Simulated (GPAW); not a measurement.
# Settings that the conductance of a Au chain with one bond drawn out by 1.4 Å needs, part 3 of 4

How do the numerical settings move the conductance of a Au chain with one bond drawn out by 1.4 Å?

GPAW 26.7.0; GPAW LCAO, PAW setups; Landauer transmission from Green's functions with principal layers (ASE), zero bias.

So far, transmission at the Fermi level (one spin): step 2 (the reference run) 0.359; step 10 (broadening 0.01 eV) 0.319; step 11 (broadening 0.05 eV) 0.199; step 13 (smearing 0.01 eV) 0.376; step 14 (smearing 0.03 eV) 0.340.

## Step 15: Smearing: width = 0.2

File run.py:

```python
import json
import numpy as np
from ase import Atoms
from ase.transport.calculators import TransportCalculator
from gpaw import GPAW, FermiDirac
from gpaw.lcao.tools import get_lcao_hamiltonian
from scipy.linalg import eigh

# The junction with lead layers at both ends, along the third cell vector
device = Atoms(
    ['Au', 'Au', 'Au', 'Au', 'Au', 'Au', 'Au', 'Au', 'Au', 'Au'],
    positions=[
        [4.50000, 4.50000, 1.30000],
        [4.50000, 4.50000, 3.90000],
        [4.50000, 4.50000, 6.50000],
        [4.50000, 4.50000, 9.10000],
        [4.50000, 4.50000, 11.70000],
        [4.50000, 4.50000, 15.70000],
        [4.50000, 4.50000, 18.30000],
        [4.50000, 4.50000, 20.90000],
        [4.50000, 4.50000, 23.50000],
        [4.50000, 4.50000, 26.10000]],
    cell=[[9.0, 0.0, 0.0], [0.0, 9.0, 0.0], [0.0, 0.0, 27.4]],
    pbc=True)

# One principal layer of the lead: the first 3 atoms of the device
lead = Atoms(
    ['Au', 'Au', 'Au'],
    positions=[
        [4.50000, 4.50000, 1.30000],
        [4.50000, 4.50000, 3.90000],
        [4.50000, 4.50000, 6.50000]],
    cell=[[9.0, 0.0, 0.0], [0.0, 9.0, 0.0], [0.0, 0.0, 7.8]],
    pbc=True)

settings = dict(mode='lcao', basis='dzp', xc='PBE', h=0.2,
                occupations=FermiDirac(0.2), maxiter=250,
                mixer=dict(beta=0.1, nmaxold=8, weight=100.0),
                convergence=dict(density=0.0001))
energies = np.arange(-2, 2 + 1e-9, 0.05)
eta = 0.0001
n1, n2 = 1, 1
# k and -k transmit alike, so half of the mesh across the current serves
mesh = [(i, j) for i in range(n1) for j in range(n2) if (i, j) <= (-i % n1, -j % n2)]
weights = np.array([1 if (i, j) == (-i % n1, -j % n2) else 2 for i, j in mesh]) / (n1 * n2)

# [... helper functions left out ...]
fermi_lead = ground_state(lead, (1, 1, 15), 'lead.txt')
fermi_device = ground_state(device, (1, 1, 3), 'device.txt')
# [... loop over the mesh left out, but for ...]
        # Shift the lead onto the potential of the device's first layer
        shift = ((H[:, 0, 0] - H0[:, 0, 0]) / S0[0, 0]).real.mean()
# [...]
kT = 8.617333e-5 * 77
bias = [0.1, 0.2, 0.5, 1.0, 1.5, 2.0]
# [... integrals and printing left out ...]
```

On the command line:

```console
$ OMP_NUM_THREADS=1 OPENBLAS_NUM_THREADS=2 python run.py
```

Log:

```text
basis functions: device 150, principal layer 45
Fermi level: lead -4.5269 eV, device -4.5296 eV; lead shifted by 0.0033 eV
largest coupling past the next layer 2.45e-07 eV, largest misfit of the first layer 0.032 eV
  E-E_F (eV)   T (one spin)  channels
    -2.000    8.0778e-02    1.0000
    -1.950    8.2681e-02    3.0000
    -1.900    8.4556e-02    3.0000
[...]
1.950    3.4853e-01    1.0000
     2.000    3.4785e-01    1.0000
conductance at 77 K: 0.36322 G0 a cell; thermopower -0.2789 uV/K
current from the zero-bias T(E) at 0.1 V: 2.8129 uA
current from the zero-bias T(E) at 0.2 V: 5.6188 uA
current from the zero-bias T(E) at 0.5 V: 13.917 uA
current from the zero-bias T(E) at 1.0 V: 27.051 uA
current from the zero-bias T(E) at 1.5 V: 38.874 uA
current from the zero-bias T(E) at 2.0 V: 49.821 uA
```

Elapsed: 61 s, on 2 threads of Intel Xeon Platinum 8259CL at 2.50GHz (Skylake/Cascade Lake), shared host; peak memory 0.9 GiB.

One spin. Transmission, zone mean against energy, zero at the Fermi level:

energy (eV), transmission, zone mean and a bar from the least value:
```
   -2.000      0.081 
   -1.800      0.088 #
   -1.600      0.095 #
   -1.400      0.097 ##
   -1.200      0.139 ######
   -1.000      0.199 ############
   -0.800      0.202 #############
   -0.600      0.251 ##################
   -0.400      0.300 #######################
   -0.200      0.343 ###########################
    0.000      0.363 #############################
    0.200      0.369 ##############################
    0.400      0.369 ##############################
    0.600      0.366 #############################
    0.700      0.370 ##############################
    0.800      0.365 #############################
    1.000      0.361 #############################
    1.200      0.358 #############################
    1.400      0.355 ############################
    1.600      0.353 ############################
    1.800      0.350 ############################
    2.000      0.348 ############################
```

The conductance, 0.363 G₀, lies 1.1 % above that of the base run.

## Step 16: Varying the smearing: width = 0.4

run.py, as its differences from that of step 15:

```diff
@@ -36,3 +36,3 @@
 settings = dict(mode='lcao', basis='dzp', xc='PBE', h=0.2,
-                occupations=FermiDirac(0.2), maxiter=250,
+                occupations=FermiDirac(0.4), maxiter=250,
                 mixer=dict(beta=0.1, nmaxold=8, weight=100.0),
```

Log:

```text
basis functions: device 150, principal layer 45
Fermi level: lead -4.2012 eV, device -4.2132 eV; lead shifted by 0.0033 eV
largest coupling past the next layer 2.42e-07 eV, largest misfit of the first layer 0.016 eV
  E-E_F (eV)   T (one spin)  [channel counts left out]
    -2.000    8.2604e-02
    -1.950    8.3505e-02
    -1.900    8.4330e-02
[...]
1.950    3.4373e-01
     2.000    3.4211e-01
conductance at 77 K: 0.34275 G0 a cell; thermopower -0.1866 uV/K
current from the zero-bias T(E) at 0.1 V: 2.6553 uA
current from the zero-bias T(E) at 0.2 V: 5.3087 uA
current from the zero-bias T(E) at 0.5 V: 13.235 uA
current from the zero-bias T(E) at 1.0 V: 26.226 uA
current from the zero-bias T(E) at 1.5 V: 38.658 uA
current from the zero-bias T(E) at 2.0 V: 50.057 uA
```

Run time: 56 s. Hardware: 2 threads; peak memory 0.9 GiB.

The conductance, 0.343 G₀, lies 4.6 % below that of the base run.

## Step 17: Convergence in the smearing

The runs and the base run on one axis.

This step: convergence of the conductance (GPAW 26.7.0).

Conductance against smearing:

```tsv
smearing (eV)	conductance (G₀)
0.010	0.372
0.030	0.343
0.100	0.359
0.200	0.363
0.400	0.343
```

## Step 18: Width of the vacuum box

The images of the wire across the vacuum must not overlap or polarise each other.

This step: GPAW LCAO, PAW setups; Landauer transmission from Green's functions with principal layers (ASE), zero bias (GPAW 26.7.0).

The cell differs from the one that the last finished run ended in (a 9.000 → 5.000 Å, b 9.000 → 5.000 Å).

run.py, as its differences from that of step 16:

```diff
@@ -12,13 +12,13 @@
     positions=[
-        [4.50000, 4.50000, 1.30000],
-        [4.50000, 4.50000, 3.90000],
-        [4.50000, 4.50000, 6.50000],
-        [4.50000, 4.50000, 9.10000],
-        [4.50000, 4.50000, 11.70000],
-        [4.50000, 4.50000, 15.70000],
-        [4.50000, 4.50000, 18.30000],
-        [4.50000, 4.50000, 20.90000],
-        [4.50000, 4.50000, 23.50000],
-        [4.50000, 4.50000, 26.10000]],
-    cell=[[9.0, 0.0, 0.0], [0.0, 9.0, 0.0], [0.0, 0.0, 27.4]],
+        [2.50000, 2.50000, 1.30000],
+        [2.50000, 2.50000, 3.90000],
+        [2.50000, 2.50000, 6.50000],
+        [2.50000, 2.50000, 9.10000],
+        [2.50000, 2.50000, 11.70000],
+        [2.50000, 2.50000, 15.70000],
+        [2.50000, 2.50000, 18.30000],
+        [2.50000, 2.50000, 20.90000],
+        [2.50000, 2.50000, 23.50000],
+        [2.50000, 2.50000, 26.10000]],
+    cell=[[5.0, 0.0, 0.0], [0.0, 5.0, 0.0], [0.0, 0.0, 27.4]],
     pbc=True)
@@ -29,6 +29,6 @@
     positions=[
-        [4.50000, 4.50000, 1.30000],
-        [4.50000, 4.50000, 3.90000],
-        [4.50000, 4.50000, 6.50000]],
-    cell=[[9.0, 0.0, 0.0], [0.0, 9.0, 0.0], [0.0, 0.0, 7.8]],
+        [2.50000, 2.50000, 1.30000],
+        [2.50000, 2.50000, 3.90000],
+        [2.50000, 2.50000, 6.50000]],
+    cell=[[5.0, 0.0, 0.0], [0.0, 5.0, 0.0], [0.0, 0.0, 7.8]],
     pbc=True)
@@ -36,3 +36,3 @@
 settings = dict(mode='lcao', basis='dzp', xc='PBE', h=0.2,
-                occupations=FermiDirac(0.4), maxiter=250,
+                occupations=FermiDirac(0.1), maxiter=250,
                 mixer=dict(beta=0.1, nmaxold=8, weight=100.0),
```

Log:

```text
basis functions: device 150, principal layer 45
Fermi level: lead -2.6191 eV, device -2.7744 eV; lead shifted by 0.0153 eV
largest coupling past the next layer 2.46e-07 eV, largest misfit of the first layer 0.063 eV
  E-E_F (eV)   T (one spin)  [channel counts left out]
    -2.000    6.6940e-02
    -1.950    6.8975e-02
    -1.900    7.0952e-02
    -1.850    7.2885e-02
    -1.800    7.4792e-02
    -1.750    7.6688e-02
    -1.700    7.8590e-02
    -1.650    8.0509e-02
    -1.600    8.2453e-02
    -1.550    8.4427e-02
    -1.500    8.6428e-02
    -1.450    8.8448e-02
    -1.400    9.0460e-02
    -1.350    9.2395e-02
    -1.300    9.3885e-02
    -1.250    1.0753e-01
[...]
1.650    3.2669e-01
     1.700    3.2551e-01
     1.750    3.2437e-01
     1.800    3.2326e-01
     1.850    3.2218e-01
     1.900    3.2114e-01
     1.950    3.2011e-01
     2.000    3.1910e-01
conductance at 77 K: 0.38406 G0 a cell; thermopower -0.1294 uV/K
current from the zero-bias T(E) at 0.1 V: 2.9741 uA
current from the zero-bias T(E) at 0.2 V: 5.9562 uA
current from the zero-bias T(E) at 0.5 V: 14.971 uA
current from the zero-bias T(E) at 1.0 V: 28.859 uA
current from the zero-bias T(E) at 1.5 V: 40.293 uA
current from the zero-bias T(E) at 2.0 V: 51.58 uA
```

It took 64 s on 2 threads; peak memory 0.49 GiB.

This step gave:

- conductance: 0.3841 G₀
- largest coupling past the next principal layer: 2.46e-7 eV
- largest misfit of the first principal layer: 0.06313 eV
- shift that aligns the lead: 0.01533 eV
- transmission at the Fermi level (one spin): 0.3842

One spin. The transmission, zone mean by energy, zero at the Fermi level:

energy (eV), transmission, zone mean and a bar from the least value:
```
    -2.00      0.067 
    -1.90      0.071 
    -1.80      0.075 #
    -1.70      0.079 #
    -1.55      0.084 ##
    -1.45      0.088 ##
    -1.35      0.092 ##
    -1.25      0.108 ####
    -1.15      0.136 ######
    -1.05      0.184 ###########
    -0.90      0.243 ################
    -0.80      0.228 ###############
    -0.70      0.212 #############
    -0.60      0.227 ###############
    -0.50      0.271 ###################
    -0.40      0.332 ########################
    -0.25      0.395 ##############################
    -0.15      0.397 ##############################
    -0.05      0.382 #############################
     0.00      0.384 #############################
     0.05      0.385 #############################
     0.15      0.383 #############################
     0.25      0.379 ############################
     0.40      0.372 ############################
     0.50      0.368 ###########################
     0.60      0.363 ###########################
     0.70      0.358 ##########################
     0.80      0.358 ##########################
     0.90      0.351 ##########################
     1.05      0.345 #########################
     1.15      0.341 #########################
     1.25      0.338 #########################
     1.35      0.335 ########################
     1.45      0.332 ########################
     1.55      0.329 ########################
     1.70      0.326 ########################
     1.80      0.323 #######################
     1.90      0.321 #######################
     2.00      0.319 #######################
```

Not self-consistent under bias; the bias window is split evenly. Current through one cell, from the zero-bias transmission against bias:

```tsv
bias (V)	current through one cell, from the zero-bias transmission (μA)
0.100	2.97
0.200	5.96
0.500	15.0
1.000	28.9
1.500	40.3
2.000	51.6
```

The conductance, 0.384 G₀, lies 6.9 % above that of the base run.

## Step 19: Width of the vacuum box, box 6 × 6 Å

The cell differs from the one that the last finished run ended in (a 5.000 → 6.000 Å, b 5.000 → 6.000 Å).

run.py, as its differences from that of step 18:

```diff
@@ -12,13 +12,13 @@
     positions=[
-        [2.50000, 2.50000, 1.30000],
-        [2.50000, 2.50000, 3.90000],
-        [2.50000, 2.50000, 6.50000],
-        [2.50000, 2.50000, 9.10000],
-        [2.50000, 2.50000, 11.70000],
-        [2.50000, 2.50000, 15.70000],
-        [2.50000, 2.50000, 18.30000],
-        [2.50000, 2.50000, 20.90000],
-        [2.50000, 2.50000, 23.50000],
-        [2.50000, 2.50000, 26.10000]],
-    cell=[[5.0, 0.0, 0.0], [0.0, 5.0, 0.0], [0.0, 0.0, 27.4]],
+        [3.00000, 3.00000, 1.30000],
+        [3.00000, 3.00000, 3.90000],
+        [3.00000, 3.00000, 6.50000],
+        [3.00000, 3.00000, 9.10000],
+        [3.00000, 3.00000, 11.70000],
+        [3.00000, 3.00000, 15.70000],
+        [3.00000, 3.00000, 18.30000],
+        [3.00000, 3.00000, 20.90000],
+        [3.00000, 3.00000, 23.50000],
+        [3.00000, 3.00000, 26.10000]],
+    cell=[[6.0, 0.0, 0.0], [0.0, 6.0, 0.0], [0.0, 0.0, 27.4]],
     pbc=True)
@@ -29,6 +29,6 @@
     positions=[
-        [2.50000, 2.50000, 1.30000],
-        [2.50000, 2.50000, 3.90000],
-        [2.50000, 2.50000, 6.50000]],
-    cell=[[5.0, 0.0, 0.0], [0.0, 5.0, 0.0], [0.0, 0.0, 7.8]],
+        [3.00000, 3.00000, 1.30000],
+        [3.00000, 3.00000, 3.90000],
+        [3.00000, 3.00000, 6.50000]],
+    cell=[[6.0, 0.0, 0.0], [0.0, 6.0, 0.0], [0.0, 0.0, 7.8]],
     pbc=True)
```

Log:

```text
basis functions: device 150, principal layer 45
Fermi level: lead -3.3874 eV, device -3.4775 eV; lead shifted by 0.0114 eV
largest coupling past the next layer 2.46e-07 eV, largest misfit of the first layer 0.049 eV
  E-E_F (eV)   T (one spin)  [channel counts left out]
    -2.000    7.6873e-02
    -1.950    7.9120e-02
    -1.900    8.1292e-02
    -1.850    8.3394e-02
    -1.800    8.5438e-02
    -1.750    8.7430e-02
    -1.700    8.9373e-02
    -1.650    9.1265e-02
    -1.600    9.3097e-02
    -1.550    9.4849e-02
    -1.500    9.6493e-02
    -1.450    9.7988e-02
    -1.400    9.9274e-02
    -1.350    1.0028e-01
    -1.300    1.0091e-01
    -1.250    1.0102e-01
[...]
1.650    3.5837e-01
     1.700    3.5795e-01
     1.750    3.5753e-01
     1.800    3.5713e-01
     1.850    3.5673e-01
     1.900    3.5633e-01
     1.950    3.5593e-01
     2.000    3.5552e-01
conductance at 77 K: 0.36739 G0 a cell; thermopower -0.5587 uV/K
current from the zero-bias T(E) at 0.1 V: 2.8436 uA
current from the zero-bias T(E) at 0.2 V: 5.6782 uA
current from the zero-bias T(E) at 0.5 V: 14.199 uA
current from the zero-bias T(E) at 1.0 V: 27.73 uA
current from the zero-bias T(E) at 1.5 V: 39.322 uA
current from the zero-bias T(E) at 2.0 V: 50.246 uA
```

It took 54 s on 2 threads; peak memory 0.54 GiB.

This step gave:

| Item | Value |
| --- | --- |
| conductance | 0.3674 G₀ |
| largest misfit of the first principal layer | 0.04919 eV |
| shift that aligns the lead | 0.01140 eV |
| transmission at the Fermi level (one spin) | 0.3676 |

One spin. Table of transmission, zone mean by energy, zero at the Fermi level:

```tsv
energy (eV)	transmission, zone mean
-2.00	0.0769
-1.85	0.0834
-1.70	0.0894
-1.60	0.0931
-1.45	0.0980
-1.30	0.101
-1.15	0.106
-1.05	0.128
-0.90	0.192
-0.75	0.221
-0.60	0.224
-0.50	0.252
-0.35	0.341
-0.25	0.379
-0.20	0.347
-0.05	0.361
0.00	0.368
0.05	0.372
0.20	0.377
0.35	0.377
0.50	0.374
0.60	0.372
0.75	0.368
0.80	0.388
0.90	0.369
1.05	0.366
1.15	0.364
1.30	0.362
1.45	0.360
1.60	0.359
1.70	0.358
1.85	0.357
2.00	0.356
```

Not self-consistent under bias; the bias window is split evenly. Current through one cell, from the zero-bias transmission against bias:

```tsv
bias (V)	current through one cell, from the zero-bias transmission (μA)
0.100	2.84
0.200	5.68
0.500	14.2
1.000	27.7
1.500	39.3
2.000	50.2
```

The conductance, 0.367 G₀, lies 2.3 % above that of the base run.

## Step 20: Varying the width of the vacuum box, box 7.5 × 7.5 Å

The cell differs from the one that the last finished run ended in (a 6.000 → 7.500 Å, b 6.000 → 7.500 Å).

run.py, as its differences from that of step 19:

```diff
@@ -12,13 +12,13 @@
     positions=[
-        [3.00000, 3.00000, 1.30000],
-        [3.00000, 3.00000, 3.90000],
-        [3.00000, 3.00000, 6.50000],
-        [3.00000, 3.00000, 9.10000],
-        [3.00000, 3.00000, 11.70000],
-        [3.00000, 3.00000, 15.70000],
-        [3.00000, 3.00000, 18.30000],
-        [3.00000, 3.00000, 20.90000],
-        [3.00000, 3.00000, 23.50000],
-        [3.00000, 3.00000, 26.10000]],
-    cell=[[6.0, 0.0, 0.0], [0.0, 6.0, 0.0], [0.0, 0.0, 27.4]],
+        [3.75000, 3.75000, 1.30000],
+        [3.75000, 3.75000, 3.90000],
+        [3.75000, 3.75000, 6.50000],
+        [3.75000, 3.75000, 9.10000],
+        [3.75000, 3.75000, 11.70000],
+        [3.75000, 3.75000, 15.70000],
+        [3.75000, 3.75000, 18.30000],
+        [3.75000, 3.75000, 20.90000],
+        [3.75000, 3.75000, 23.50000],
+        [3.75000, 3.75000, 26.10000]],
+    cell=[[7.5, 0.0, 0.0], [0.0, 7.5, 0.0], [0.0, 0.0, 27.4]],
     pbc=True)
@@ -29,6 +29,6 @@
     positions=[
-        [3.00000, 3.00000, 1.30000],
-        [3.00000, 3.00000, 3.90000],
-        [3.00000, 3.00000, 6.50000]],
-    cell=[[6.0, 0.0, 0.0], [0.0, 6.0, 0.0], [0.0, 0.0, 7.8]],
+        [3.75000, 3.75000, 1.30000],
+        [3.75000, 3.75000, 3.90000],
+        [3.75000, 3.75000, 6.50000]],
+    cell=[[7.5, 0.0, 0.0], [0.0, 7.5, 0.0], [0.0, 0.0, 7.8]],
     pbc=True)
```

Log:

```text
basis functions: device 150, principal layer 45
Fermi level: lead -4.1546 eV, device -4.1973 eV; lead shifted by 0.0089 eV
largest coupling past the next layer 2.46e-07 eV, largest misfit of the first layer 0.042 eV
  E-E_F (eV)   T (one spin)  channels
    -2.000    7.9187e-02    3.0000
    -1.950    8.1433e-02    3.0000
    -1.900    8.3592e-02    3.0000
[...]
1.950    3.5293e-01    1.0000
     2.000    3.5249e-01    1.0000
conductance at 77 K: 0.36072 G0 a cell; thermopower -0.5586 uV/K
current from the zero-bias T(E) at 0.1 V: 2.7921 uA
current from the zero-bias T(E) at 0.2 V: 5.5724 uA
current from the zero-bias T(E) at 0.5 V: 13.928 uA
current from the zero-bias T(E) at 1.0 V: 27.357 uA
current from the zero-bias T(E) at 1.5 V: 38.934 uA
current from the zero-bias T(E) at 2.0 V: 49.375 uA
```

Run time: 56 s. Hardware: 2 threads; peak memory 0.7 GiB.

One spin. The transmission, zone mean by energy, zero at the Fermi level:

```tsv
energy (eV)	transmission, zone mean
-2.000	0.0792
-1.800	0.0877
-1.600	0.0948
-1.400	0.0996
-1.200	0.0986
-1.000	0.127
-0.800	0.204
-0.600	0.231
-0.400	0.309
-0.300	0.374
-0.200	0.341
0.000	0.361
0.200	0.371
0.250	0.371
0.400	0.370
0.600	0.367
0.800	0.361
1.000	0.363
1.200	0.360
1.400	0.358
1.600	0.356
1.800	0.354
2.000	0.352
```

The conductance, 0.361 G₀, lies 0.4 % above that of the base run.

[end of part 3 of 4]

[Logs are printed without paths, hosts, clocks, repeated set-up lines and the standing remarks that a program may print on its own settings, such as how far it seeks lower states.]

[Hosts, paths, dates, database ids (printed as entryN), source tags and the programs' standing remarks are cut or masked in the printed files.]
